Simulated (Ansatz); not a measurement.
**KCdCO3F (P-6m2): bands and screening cutoff converge together**

Can the band sum of G0W0 be converged at a fixed screening cutoff? A test on KCdCO3F (P-6m2).

Method: G0W0 on PBE, plane waves, PAW; PAW set soft_1, in Ansatz 0.2.0.

This is a report of a sequence of runs, with most program output left out.

## Step 1: Set-up

Symmetry: P-6m2, No. 187, hexagonal system. The conventional cell has a = 5.132 Å, b = 5.132 Å, c = 4.432 Å, α = 90.00°, β = 90.00°, γ = 120.00°. K has 6 O at 2.78 Å and 3 F at 2.96 Å nearest. Nearest to Cd lie 2 F at 2.22 Å and 6 O at 2.57 Å. C has 3 O at 1.29 Å nearest. O has 1 C at 1.29 Å and 2 Cd at 2.57 Å and 2 K at 2.78 Å nearest. Nearest to F lie 2 Cd at 2.22 Å and 3 K at 2.96 Å. Farther neighbours and most contacts between anions are not listed.

Geometry: measured cell, ions relaxed with PBE. The runs that relaxed it are not among those shown.

## Step 2: 81 empty bands, screening to 50 eV

Now the one-shot GW correction: screening in the RPA, then the self-energy of the levels asked for. This step takes PAW set soft_1 files.

File input.yaml:

```yaml
crystal:
  lattice:
    - [5.1324, 0.0, 0.0]
    - [-2.5662, 4.4447887824, 0.0]
    - [0.0, 0.0, 4.4324]
  atoms:
    - { symbol: K, position: [0.0, 0.0, 0.0] }
    - { symbol: Cd, position: [0.6666666667, 0.3333333333, 0.5] }
    - { symbol: C, position: [0.3333333333, 0.6666666667, 0.5] }
    - { symbol: O, position: [0.1878970915, 0.3757941831, 0.5] }
    - { symbol: O, position: [0.1878970915, 0.8121029085, 0.5] }
    - { symbol: O, position: [0.6242058169, 0.8121029085, 0.5] }
    - { symbol: F, position: [0.6666666667, 0.3333333333, 0.0] }
kpoints:
  mp_grid: { grid: [6, 6, 6] }
hamiltonian:
  xc: pbe
  pseudopotentials: { kind: paw, azcp: { folder: soft_1 } }
scf:
  occupations: { method: fixed }
gw:
  n_empty_bands: 81
  ecut_chi: 50
  qp_bands: [v2, c2]
  qp_kpoints: band_edges
  screening: { model: contour_deformation }
```

On the command line:

```
> ansatz run input.yaml --threads 3 --pin off --max-ram 92160MiB --backend cuda --events-out ev --progress --plain --runs-dir out --devices 1 --max-vram 13GiB
```

Run time: 28 s. Hardware: 1 × NVIDIA H100 80GB HBM3 (shared by 6 runs) with 3 threads of AMD EPYC 7R13 (Zen 3), shared host; peak memory 1.2 GiB.

Numbers from this step:

```yaml
bands_summed: 110
rpa_eps_infinity_on_this_mesh_eigenvalues: 2.341, 2.907, 2.907
plane_waves_in_the_screening_matrix: 71
q_points_in_the_mesh: 216
g0w0_gap_on_the_mesh: 3.866 eV
k_of_the_valence_top: 0, 0, -0.5
k_of_the_conduction_bottom: 0, 0, 0
starting_gap_on_the_mesh: 1.834 eV
z_at_the_valence_top: 0.7660
z_at_the_conduction_bottom: 0.8478
least_direct_g0w0_gap_on_the_computed_points: 3.874 eV
```

The gap on the mesh goes from 1.83 eV to 3.87 eV, a correction of +2.03 eV. Between the two edge states, bare exchange in place of the xc potential would open the gap by 10.33 eV, and correlation takes back 8.30 eV.

## Step 3: 421 empty bands, screening to 50 eV

input.yaml, as its differences from that of step 2:

```diff
@@ -21,3 +21,3 @@
 gw:
-  n_empty_bands: 81
+  n_empty_bands: 421
   ecut_chi: 50
```

The job ended after 97 s (1 × NVIDIA H100 80GB HBM3 (shared by 6 runs) with 3 threads; peak memory 1.9 GiB).

This step gave:

```
bands summed                                 : 450
RPA ε∞ on this mesh (eigenvalues)            : 2.354, 2.921, 2.921
plane waves in the screening matrix          : 71
G0W0 gap on the mesh                         : 3.727 eV
k of the valence top                         : 0, 0, -0.5
k of the conduction bottom                   : 0, 0, 0
starting gap on the mesh                     : 1.834 eV
least direct G0W0 gap on the computed points : 3.734 eV
```

Against the run with 6×6×6 mesh, 81 empty bands, screening to 50 eV, PAW set soft_1 files, the gap moves by −0.14 eV.

## Step 4: 229 empty bands, screening to 100 eV

Bands and screening cutoff are moved together, since each hides the error of the other.

input.yaml, as its differences from that of step 3:

```diff
@@ -21,4 +21,4 @@
 gw:
-  n_empty_bands: 421
-  ecut_chi: 50
+  n_empty_bands: 229
+  ecut_chi: 100
   qp_bands: [v2, c2]
```

Run time: 75 s. Hardware: 1 × NVIDIA H100 80GB HBM3 (shared by 6 runs) with 3 threads; peak memory 1.7 GiB; 2.1 min of CPU time.

The G0W0 gap on the mesh is 3.753 eV.

## Step 5: 1193 empty bands, screening to 100 eV

input.yaml, as its differences from that of step 4:

```diff
@@ -21,3 +21,3 @@
 gw:
-  n_empty_bands: 229
+  n_empty_bands: 1193
   ecut_chi: 100
```

Elapsed: 13 min, on 1 × NVIDIA H100 80GB HBM3 (shared by 6 runs) with 3 threads; peak memory 4.5 GiB.

The G0W0 gap on the mesh is 3.764 eV.

## Step 6: 81 empty bands, screening to 150 eV

input.yaml, as its differences from that of step 5:

```diff
@@ -21,4 +21,4 @@
 gw:
-  n_empty_bands: 1193
-  ecut_chi: 100
+  n_empty_bands: 81
+  ecut_chi: 150
   qp_bands: [v2, c2]
```

Run time: 37 s. Hardware: 1 × NVIDIA H100 80GB HBM3 (shared by 6 runs) with 3 threads; peak memory 2.1 GiB; 61 s of CPU time.

The G0W0 gap on the mesh is 3.811 eV.

## Step 7: 421 empty bands, screening to 150 eV

input.yaml, as its differences from that of step 6:

```diff
@@ -21,3 +21,3 @@
 gw:
-  n_empty_bands: 81
+  n_empty_bands: 421
   ecut_chi: 150
```

The job ended after 2.4 min (1 × NVIDIA H100 80GB HBM3 (shared by 6 runs) with 3 threads; peak memory 2.7 GiB).

The G0W0 gap on the mesh is 3.865 eV.

## Step 8: 749 empty bands, screening to 220 eV

input.yaml, as its differences from that of step 7:

```diff
@@ -21,4 +21,4 @@
 gw:
-  n_empty_bands: 421
-  ecut_chi: 150
+  n_empty_bands: 749
+  ecut_chi: 220
   qp_bands: [v2, c2]
```

It took 6.4 min on 1 × NVIDIA H100 80GB HBM3 (shared by 6 runs) with 3 threads; peak memory 5.3 GiB; 12 min of CPU time.

The G0W0 gap on the mesh is 3.966 eV.

## Step 9: 229 empty bands, screening to 300 eV

input.yaml, as its differences from that of step 8:

```diff
@@ -21,4 +21,4 @@
 gw:
-  n_empty_bands: 749
-  ecut_chi: 220
+  n_empty_bands: 229
+  ecut_chi: 300
   qp_bands: [v2, c2]
```

Elapsed: 2.8 min, on 1 × NVIDIA H100 80GB HBM3 (shared by 6 runs) with 3 threads; peak memory 9.3 GiB; 4.9 min of CPU time.

The G0W0 gap on the mesh is 3.874 eV.

## Step 10: 1193 empty bands, screening to 300 eV

input.yaml, as its differences from that of step 9:

```diff
@@ -21,3 +21,3 @@
 gw:
-  n_empty_bands: 229
+  n_empty_bands: 1193
   ecut_chi: 300
```

It took 14 min on 1 × NVIDIA H100 80GB HBM3 (shared by 6 runs) with 3 threads; peak memory 11 GiB; 25 min of CPU time.

The G0W0 gap on the mesh is 4.031 eV.

## Step 11: The grid

Start PBE, 6×6×6 mesh. Times are wall times on 1 × NVIDIA H100 80GB HBM3 (shared by 6 runs) with 3 threads of AMD EPYC 7R13 (Zen 3), shared host, good to a factor of about two.

| cutoff (eV) | plane waves at q = 0 | bands summed | gap (eV) | Σc valence (eV) | Σc conduction (eV) | time |
| --- | --- | --- | --- | --- | --- | --- |
| 50 | 71 | 110 | 3.866 | 4.89 | -3.41 | 28 s |
| 50 | 71 | 450 | 3.727 | 4.67 | -3.77 | 97 s |
| 100 | 253 | 258 | 3.753 | 4.74 | -3.67 | 75 s |
| 100 | 253 | 1222 | 3.764 | 4.59 | -3.81 | 13 min |
| 150 | 405 | 110 | 3.811 | 5.09 | -3.26 | 37 s |
| 150 | 405 | 450 | 3.865 | 4.56 | -3.74 | 2.4 min |
| 220 | 731 | 778 | 3.966 | 4.40 | -3.80 | 6.4 min |
| 300 | 1195 | 258 | 3.874 | 4.72 | -3.57 | 2.8 min |
| 300 | 1195 | 1222 | 4.031 | 4.31 | -3.82 | 14 min |

## Step 12: What came out

* 110 bands, 50 eV: 3.866 eV
* 450 bands, 50 eV: 3.727 eV
* 258 bands, 100 eV: 3.753 eV
* 1222 bands, 100 eV: 3.764 eV
* 110 bands, 150 eV: 3.811 eV
* 450 bands, 150 eV: 3.865 eV
* 778 bands, 220 eV: 3.966 eV
* 258 bands, 300 eV: 3.874 eV
* 1222 bands, 300 eV: 4.031 eV
* estimated limit along the diagonal: 4.14 eV
* mesh and start: 6×6×6, PBE

**Reading.** At 50 eV, going from 110 to 450 bands moves the gap by −0.14 eV. At 100 eV, going from 258 to 1222 bands moves the gap by +0.01 eV. At 150 eV, going from 110 to 450 bands moves the gap by +0.05 eV. At 300 eV, going from 258 to 1222 bands moves the gap by +0.16 eV. At 110 bands, raising the cutoff from 50 to 150 eV moves it by −0.06 eV. At 450 bands, raising the cutoff from 50 to 150 eV moves it by +0.14 eV. At 258 bands, raising the cutoff from 100 to 300 eV moves it by +0.12 eV. At 1222 bands, raising the cutoff from 100 to 300 eV moves it by +0.27 eV. Along the diagonal, where both rise together, the two highest rungs point to 4.14 eV. Gaps are over the mesh's points; an edge off the mesh would be missed. A low cutoff hides what high bands add, so a band series at one cutoff can look settled before the gap is. A d shell, filled or nearly so, lies near the gap. One-shot GW converges very slowly in bands there, not always from below, and on a semilocal start the gap tends to come out low; starts rich in exact exchange can overshoot instead. The many-body steps are scalar-relativistic: spin-orbit coupling is not in them.

[Paths, hosts, dates, memory and timing lines, banners, echoed tables and standing remarks are left out of the program output.]

[Logs are printed without paths, hosts, clocks, repeated set-up lines and the standing remarks that a program may print on its own settings, such as how far it seeks lower states.]

[Runs of the session that timed out or met a known fault of the program may be left out.]

[Cells called generated may have been cut or substituted from an entry of the Crystallography Open Database or the Materials Project.]

[Hosts, paths, dates, database ids (printed as entryN), source tags and the programs' standing remarks are cut or masked in the printed files.]
